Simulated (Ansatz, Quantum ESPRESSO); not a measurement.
# Al3Ag (Pm-3m): zone-centre phonons, part 2 of 3

Which modes does Al3Ag (Pm-3m) have at the zone centre?

Quantum ESPRESSO 7.5; DFT LDA, scalar-relativistic, plane waves, GBRV ultrasoft pseudopotentials.

So far. Step 2 (A probe with smearing): No gap opens on this mesh, so smearing is kept; the start stands at -5.4 GPa. Step 4 (Ground state): The cell stands at 0.005 GPa, close enough for phonons. The relaxed cell has a = 3.990 Å (conventional setting).

## Step 5: Zone-centre response

At q = 0 one unit cell holds all displacements; symmetry groups them into irreducible representations that are solved one by one. With smeared occupations no response to a homogeneous field can be asked.

File ph.in:

```
phonons
&inputph
   prefix = 'x'
   outdir = './tmp'
   fildyn = 'g.dyn'
   tr2_ph = 1.0d-18
   alpha_mix(1) = 0.4
   nmix_ph = 8
/
0.000000000 0.000000000 0.000000000
```

Launch:

```bash
OMP_NUM_THREADS=1 mpirun -n 8 ph.x -nk 8 -in ph.in > ph.out
```

The log of the run:

```text
[banners, grids, parts of the stress and lines that vanish by symmetry left out]
[banner, memory and clock lines left out]
Program PHONON v.7.5

     ./tmp/x.save/

     IMPORTANT: XC functional enforced from input :
     Exchange-correlation= PZ
                           (   1   1   0   0   0   0   0)
     Any further DFT definition will be discarded
     Please, verify this is what you really want

     G-vector sticks info

     Reading collected, re-writing distributed wavefunctions in ./tmp/

     Number and degeneracy of irreps per q-point
       N         xq(1)         xq(2)         xq(3)   N irreps
       1   0.000000000   0.000000000   0.000000000       4
        3   3   3   3

     Calculation of q =    0.0000000   0.0000000   0.0000000

     phonons

     bravais-lattice index     =            1
     lattice parameter (alat)  =       7.5409  a.u.
     unit-cell volume          =     428.8205 (a.u.)^3
     number of atoms/cell      =            4
     number of atomic types    =            2
     kinetic-energy cut-off    =      40.0000  Ry
     charge density cut-off    =     240.0000  Ry
     convergence threshold     =      1.0E-18
     beta                      =       0.4000
     number of iterations used =            8
     Exchange-correlation= PZ
                           (   1   1   0   0   0   0   0)

     celldm(1)=    7.54093  celldm(2)=    0.00000  celldm(3)=    0.00000
     celldm(4)=    0.00000  celldm(5)=    0.00000  celldm(6)=    0.00000

     crystal axes: (cart. coord. in units of alat)
               a(1) = (  1.0000  0.0000  0.0000 )
               a(2) = (  0.0000  1.0000  0.0000 )
               a(3) = (  0.0000  0.0000  1.0000 )

     reciprocal axes: (cart. coord. in units 2 pi/alat)
               b(1) = (  1.0000  0.0000  0.0000 )
               b(2) = (  0.0000  1.0000  0.0000 )
               b(3) = (  0.0000  0.0000  1.0000 )

     Atoms inside the unit cell:

     Cartesian axes

     site n.  atom      mass           positions (alat units)
        1  Al     26.9815   tau(    1) = (    0.00000    0.50000    0.50000  )
        2  Al     26.9815   tau(    2) = (    0.50000    0.00000    0.50000  )
        3  Al     26.9815   tau(    3) = (    0.50000    0.50000    0.00000  )
        4  Ag    107.8682   tau(    4) = (    0.00000    0.00000    0.00000  )

     Computing dynamical matrix for
                    q = (   0.0000000   0.0000000   0.0000000 )

     49 Sym.Ops. (with q -> -q+G )

     G cutoff =  345.7020  (  26961 G-vectors)     FFT grid: ( 40, 40, 40)
     G cutoff =  230.4680  (  14771 G-vectors)  smooth grid: ( 32, 32, 32)

     number of k points=    35  Marzari-Vanderbilt smearing, width (Ry)=  0.0200
                       cart. coord. in units 2pi/alat
        k(    1) = (   0.0000000   0.0000000   0.0000000), wk =   0.0039062
        k(    2) = (   0.0000000   0.0000000   0.1250000), wk =   0.0234375
        k(    3) = (   0.0000000   0.0000000   0.2500000), wk =   0.0234375
        [... further k-points left out ...]

     PseudoPot. # 1 for Al read from file:
     ./pseudo/Al.upf
     Pseudo is Ultrasoft + core correction, Zval =  3.0
     Using radial grid of  893 points,  3 beta functions with:
                l(1) =   0
                l(2) =   1
                l(3) =   2
     Q(r) pseudized with  8 coefficients,  rinner =    0.900   0.900   0.900
                                                       0.900   0.900

     PseudoPot. # 2 for Ag read from file:
     ./pseudo/Ag.upf
     Pseudo is Ultrasoft + core correction, Zval = 19.0
     Using radial grid of  887 points,  6 beta functions with:
                l(1) =   0
                l(2) =   0
                l(3) =   1
                l(4) =   1
                l(5) =   2
                l(6) =   2
     Q(r) pseudized with  6 coefficients,  rinner =    1.300   1.300   1.300
                                                       1.300   1.300

     Mode symmetry, O_h (m-3m)  point group:

     Atomic displacements:
     There are    4 irreducible representations

     Representation     1      3 modes -  To be done

     Representation     2      3 modes -  To be done

     Representation     3      3 modes -  To be done

     Representation     4      3 modes -  To be done

     Alpha used in Ewald sum =   2.3000

     Representation #   1 modes #   1   2   3

     Self-consistent Calculation
      thresh= 1.000E-02 alpha_mix =  0.400 |ddv_scf|^2 =  5.873E-08
      thresh= 2.423E-05 alpha_mix =  0.400 |ddv_scf|^2 =  1.664E-09
      thresh= 4.079E-06 alpha_mix =  0.400 |ddv_scf|^2 =  5.079E-10
      thresh= 2.254E-06 alpha_mix =  0.400 |ddv_scf|^2 =  1.802E-12
      thresh= 1.342E-07 alpha_mix =  0.400 |ddv_scf|^2 =  2.800E-14
      thresh= 1.673E-08 alpha_mix =  0.400 |ddv_scf|^2 =  4.565E-15
      thresh= 6.756E-09 alpha_mix =  0.400 |ddv_scf|^2 =  6.643E-17
      thresh= 8.150E-10 alpha_mix =  0.400 |ddv_scf|^2 =  2.291E-19

     End of self-consistent calculation

     Convergence has been achieved

     Representation #   2 modes #   4   5   6

     Self-consistent Calculation
      thresh= 1.000E-02 alpha_mix =  0.400 |ddv_scf|^2 =  8.725E-06
      thresh= 2.954E-04 alpha_mix =  0.400 |ddv_scf|^2 =  2.304E-07
      thresh= 4.800E-05 alpha_mix =  0.400 |ddv_scf|^2 =  2.334E-08
      thresh= 1.528E-05 alpha_mix =  0.400 |ddv_scf|^2 =  5.445E-10
      thresh= 2.334E-06 alpha_mix =  0.400 |ddv_scf|^2 =  3.503E-12
      thresh= 1.872E-07 alpha_mix =  0.400 |ddv_scf|^2 =  4.517E-13
[...]
End of self-consistent calculation

     Convergence has been achieved

     Representation #   3 modes #   7   8   9

     Self-consistent Calculation
[...]
End of self-consistent calculation

     Convergence has been achieved

     Representation #   4 modes #  10  11  12

     Self-consistent Calculation
[...]
thresh= 6.374E-06 alpha_mix =  0.400 |ddv_scf|^2 =  1.401E-09
      thresh= 3.743E-06 alpha_mix =  0.400 |ddv_scf|^2 =  6.207E-13
      thresh= 7.879E-08 alpha_mix =  0.400 |ddv_scf|^2 =  1.234E-13
      thresh= 3.513E-08 alpha_mix =  0.400 |ddv_scf|^2 =  7.017E-16
      thresh= 2.649E-09 alpha_mix =  0.400 |ddv_scf|^2 =  2.483E-17
      thresh= 4.983E-10 alpha_mix =  0.400 |ddv_scf|^2 =  8.802E-18
      thresh= 2.967E-10 alpha_mix =  0.400 |ddv_scf|^2 =  7.318E-21

     End of self-consistent calculation

     Convergence has been achieved

     Number of q in the star =    1
     List of q in the star:
          1   0.000000000   0.000000000   0.000000000

     Diagonalizing the dynamical matrix

     q = (    0.000000000   0.000000000   0.000000000 )

 **************************************************************************
     freq (    1) =      -0.142740 [THz] =      -4.761301 [cm-1]
     freq (    2) =      -0.142740 [THz] =      -4.761301 [cm-1]
     freq (    3) =      -0.142740 [THz] =      -4.761301 [cm-1]
     freq (    4) =       3.015065 [THz] =     100.571726 [cm-1]
     freq (    5) =       3.015065 [THz] =     100.571726 [cm-1]
     freq (    6) =       3.015065 [THz] =     100.571726 [cm-1]
     freq (    7) =       6.004759 [THz] =     200.297209 [cm-1]
     freq (    8) =       6.004759 [THz] =     200.297209 [cm-1]
     freq (    9) =       6.004759 [THz] =     200.297209 [cm-1]
     freq (   10) =       8.881889 [THz] =     296.267941 [cm-1]
     freq (   11) =       8.881889 [THz] =     296.267941 [cm-1]
     freq (   12) =       8.881889 [THz] =     296.267941 [cm-1]
 **************************************************************************

     Mode symmetry, O_h (m-3m)  point group:

     freq (   1-   3) =         -4.8  [cm-1]   --> T_1u G_15  G_4- I
     freq (   4-   6) =        100.6  [cm-1]   --> T_1u G_15  G_4- I
     freq (   7-   9) =        200.3  [cm-1]   --> T_2u G_25  G_5-
     freq (  10-  12) =        296.3  [cm-1]   --> T_1u G_15  G_4- I
```

Run time: 98 s. Hardware: 8 MPI ranks of Arm Neoverse V1, shared host; 13 min of CPU time.

Read from the output:

```yaml
largest_acoustic_frequency_at_the_zone_centre_before_the_sum_rule: -4.76 cm⁻¹
highest_optical_zone_centre_mode_no_lo_to_term: 296.3 cm⁻¹
lowest_optical_zone_centre_mode: 100.6 cm⁻¹
```

The acoustic modes at Γ come out as far as 4.8 cm⁻¹ from zero, where they should vanish, a small numerical error.

## Step 6: Modes with the sum rule

A rigid shift of the crystal must cost nothing, but grids and finite bases break this; the acoustic sum rule is imposed before the matrix is diagonalised again.

File dynmat.in:

```
&input
   fildyn = 'g.dyn'
   asr = 'simple'
   fileig = 'dynmat.eig'
/
```

Launch:

```bash
dynmat.x -in dynmat.in > dynmat.out
```

The log of the run:

```text
[banner, memory and clock lines left out]
Program DYNMAT v.7.5

     Reading Dynamical Matrix from file g.dyn
     ...Force constants read
     ...epsilon and Z* not read (not found on file)
     A direction for q was not specified:TO-LO splitting will be absent

     Polarizability (A^3 units)
     multiply by 1.000000 for Clausius-Mossotti correction
         0.000000    0.000000    0.000000
         0.000000    0.000000    0.000000
         0.000000    0.000000    0.000000

     IR activities are in (D/A)^2/amu units

# mode   [cm-1]    [THz]      IR
    1     -0.00   -0.0000    0.0000
    2     -0.00   -0.0000    0.0000
    3     -0.00   -0.0000    0.0000
    4    100.66    3.0177    0.0000
    5    100.66    3.0177    0.0000
    6    100.66    3.0177    0.0000
    7    200.30    6.0047    0.0000
    8    200.30    6.0047    0.0000
    9    200.30    6.0047    0.0000
   10    296.27    8.8821    0.0000
   11    296.27    8.8821    0.0000
   12    296.27    8.8821    0.0000

[end of the log left out, with the tail of the file of modes that dynmat.x writes under the same name]
```

It took 0.46 s on 1 thread.

Numbers from this step:

```
lowest optical zone-centre mode : 100.7 cm⁻¹
```

Unit eigenvectors of the mass-weighted matrix after the sum rule; no LO-TO term. The modes at Γ (shares of kinetic energy by element, %):

```csv
mode,frequency (cm⁻¹),symmetry,Al %,Ag %
1,0.0,acoustic,43,57
2,0.0,acoustic,43,57
3,0.0,acoustic,43,57
4,100.7,T1u,60,40
5,100.7,T1u,60,40
6,100.7,T1u,60,40
7,200.3,T2u,100,0
8,200.3,T2u,100,0
9,200.3,T2u,100,0
10,296.3,T1u,98,2
11,296.3,T1u,98,2
12,296.3,T1u,98,2
```

Displacements in mode 5 (100.7 cm⁻¹), the largest set to 1:
```
Al1  0.09 -0.38 -0.53
Al2  0.05 -0.71 -0.53
Al3  0.05 -0.38 -1.00
Ag4 -0.05  0.37  0.51
```

Displacements in mode 10 (296.3 cm⁻¹), the largest set to 1:
```
Al1  1.00 -0.02  0.00
Al2 -0.73  0.03  0.00
Al3 -0.73 -0.02  0.00
Ag4  0.11  0.00  0.00
```

The rule moves no optical mode by more than 0.1 cm⁻¹.

## Step 7: Sum rules set otherwise (asr crystal)

The rule can be imposed in more than one way; the choices should agree where the raw error is small.

File dynmat.in:

```
&input
   fildyn = 'g.dyn'
   asr = 'crystal'
   fileig = 'dynmat.eig'
/
```

Launch:

```bash
dynmat.x -in dynmat.in > dynmat.out
```

The log of the run:

```text
[banner, memory and clock lines left out]
Program DYNMAT v.7.5

     Reading Dynamical Matrix from file g.dyn
     ...Force constants read
     ...epsilon and Z* not read (not found on file)
     Acoustic Sum Rule: || Z*(ASR) - Z*(orig)|| =    0.000000E+00
     Acoustic Sum Rule: ||dyn(ASR) - dyn(orig)||=    3.571126E-04
     A direction for q was not specified:TO-LO splitting will be absent

     Polarizability (A^3 units)
     multiply by 1.000000 for Clausius-Mossotti correction
         0.000000    0.000000    0.000000
         0.000000    0.000000    0.000000
         0.000000    0.000000    0.000000

     IR activities are in (D/A)^2/amu units

# mode   [cm-1]    [THz]      IR
    1     -0.00   -0.0000    0.0000
    2      0.00    0.0000    0.0000
    3      0.00    0.0000    0.0000
    4    100.42    3.0105    0.0000
    5    100.42    3.0105    0.0000
    6    100.42    3.0105    0.0000
    7    200.30    6.0048    0.0000
    8    200.30    6.0048    0.0000
    9    200.30    6.0048    0.0000
   10    296.26    8.8818    0.0000
   11    296.26    8.8818    0.0000
   12    296.26    8.8818    0.0000

   )
[end of the log left out, with the tail of the file of modes that dynmat.x writes under the same name]
```

Elapsed: 0.46 s, on 1 thread.

This step gave:

- lowest optical zone-centre mode: 100.4 cm⁻¹

Zone-centre frequencies as printed; negative means imaginary. Modes:

```csv
mode,frequency (cm⁻¹)
1,0
2,0
3,0
4,100.4
5,100.4
6,100.4
7,200.3
8,200.3
9,200.3
10,296.3
11,296.3
12,296.3
```

Against the first rule no mode moves by more than 0.3 cm⁻¹.

## Step 8: Sum rules set otherwise: a sum rule for molecules or wires on a crystal

This rule also removes rotations, which suits molecules and not a crystal; it is tried to see the harm.

File dynmat.in:

```
&input
   fildyn = 'g.dyn'
   asr = 'zero-dim'
   fileig = 'dynmat.eig'
/
```

Launch:

```bash
dynmat.x -in dynmat.in > dynmat.out
```

The log of the run:

```text
[banner, memory and clock lines left out]
Program DYNMAT v.7.5

     Reading Dynamical Matrix from file g.dyn
     ...Force constants read
     ...epsilon and Z* not read (not found on file)
     Acoustic Sum Rule: || Z*(ASR) - Z*(orig)|| =    0.000000E+00
     Acoustic Sum Rule: ||dyn(ASR) - dyn(orig)||=    1.295541E-01
     A direction for q was not specified:TO-LO splitting will be absent

     Polarizability (A^3 units)
     multiply by 1.000000 for Clausius-Mossotti correction
         0.000000    0.000000    0.000000
         0.000000    0.000000    0.000000
         0.000000    0.000000    0.000000

     IR activities are in (D/A)^2/amu units

# mode   [cm-1]    [THz]      IR
    1     -0.00   -0.0000    0.0000
    2     -0.00   -0.0000    0.0000
    3     -0.00   -0.0000    0.0000
    4      0.00    0.0000    0.0000
    5      0.00    0.0000    0.0000
    6      0.00    0.0000    0.0000
    7    100.42    3.0105    0.0000
    8    171.43    5.1394    0.0000
    9    171.43    5.1394    0.0000
   10    283.37    8.4951    0.0000
   11    283.37    8.4951    0.0000
   12    296.26    8.8818    0.0000

   )
[end of the log left out, with the tail of the file of modes that dynmat.x writes under the same name]
```

Wall time 0.47 s (1 thread).

The run ended normally, but on settings that are not sound.

The fault: a sum rule for molecules or wires on a crystal; 3 optical modes are projected out to zero frequency, as if they were rotations.

For a crystal the rule has to be 'simple' or 'crystal'.

Zone-centre frequencies as printed; negative means imaginary. Modes:

```csv
mode,frequency (cm⁻¹)
1,0
2,0
3,0
4,0
5,0
6,0
7,100.4
8,171.4
9,171.4
10,283.4
11,283.4
12,296.3
```

[end of part 2 of 3]

[Host names and launcher messages were left out of these logs when they were recorded.]

[Logs are printed without paths, hosts, clocks, repeated set-up lines and the standing remarks that a program may print on its own settings, such as how far it seeks lower states.]

[Hosts, paths, dates, database ids (printed as entryN), source tags and the programs' standing remarks are cut or masked in the printed files.]
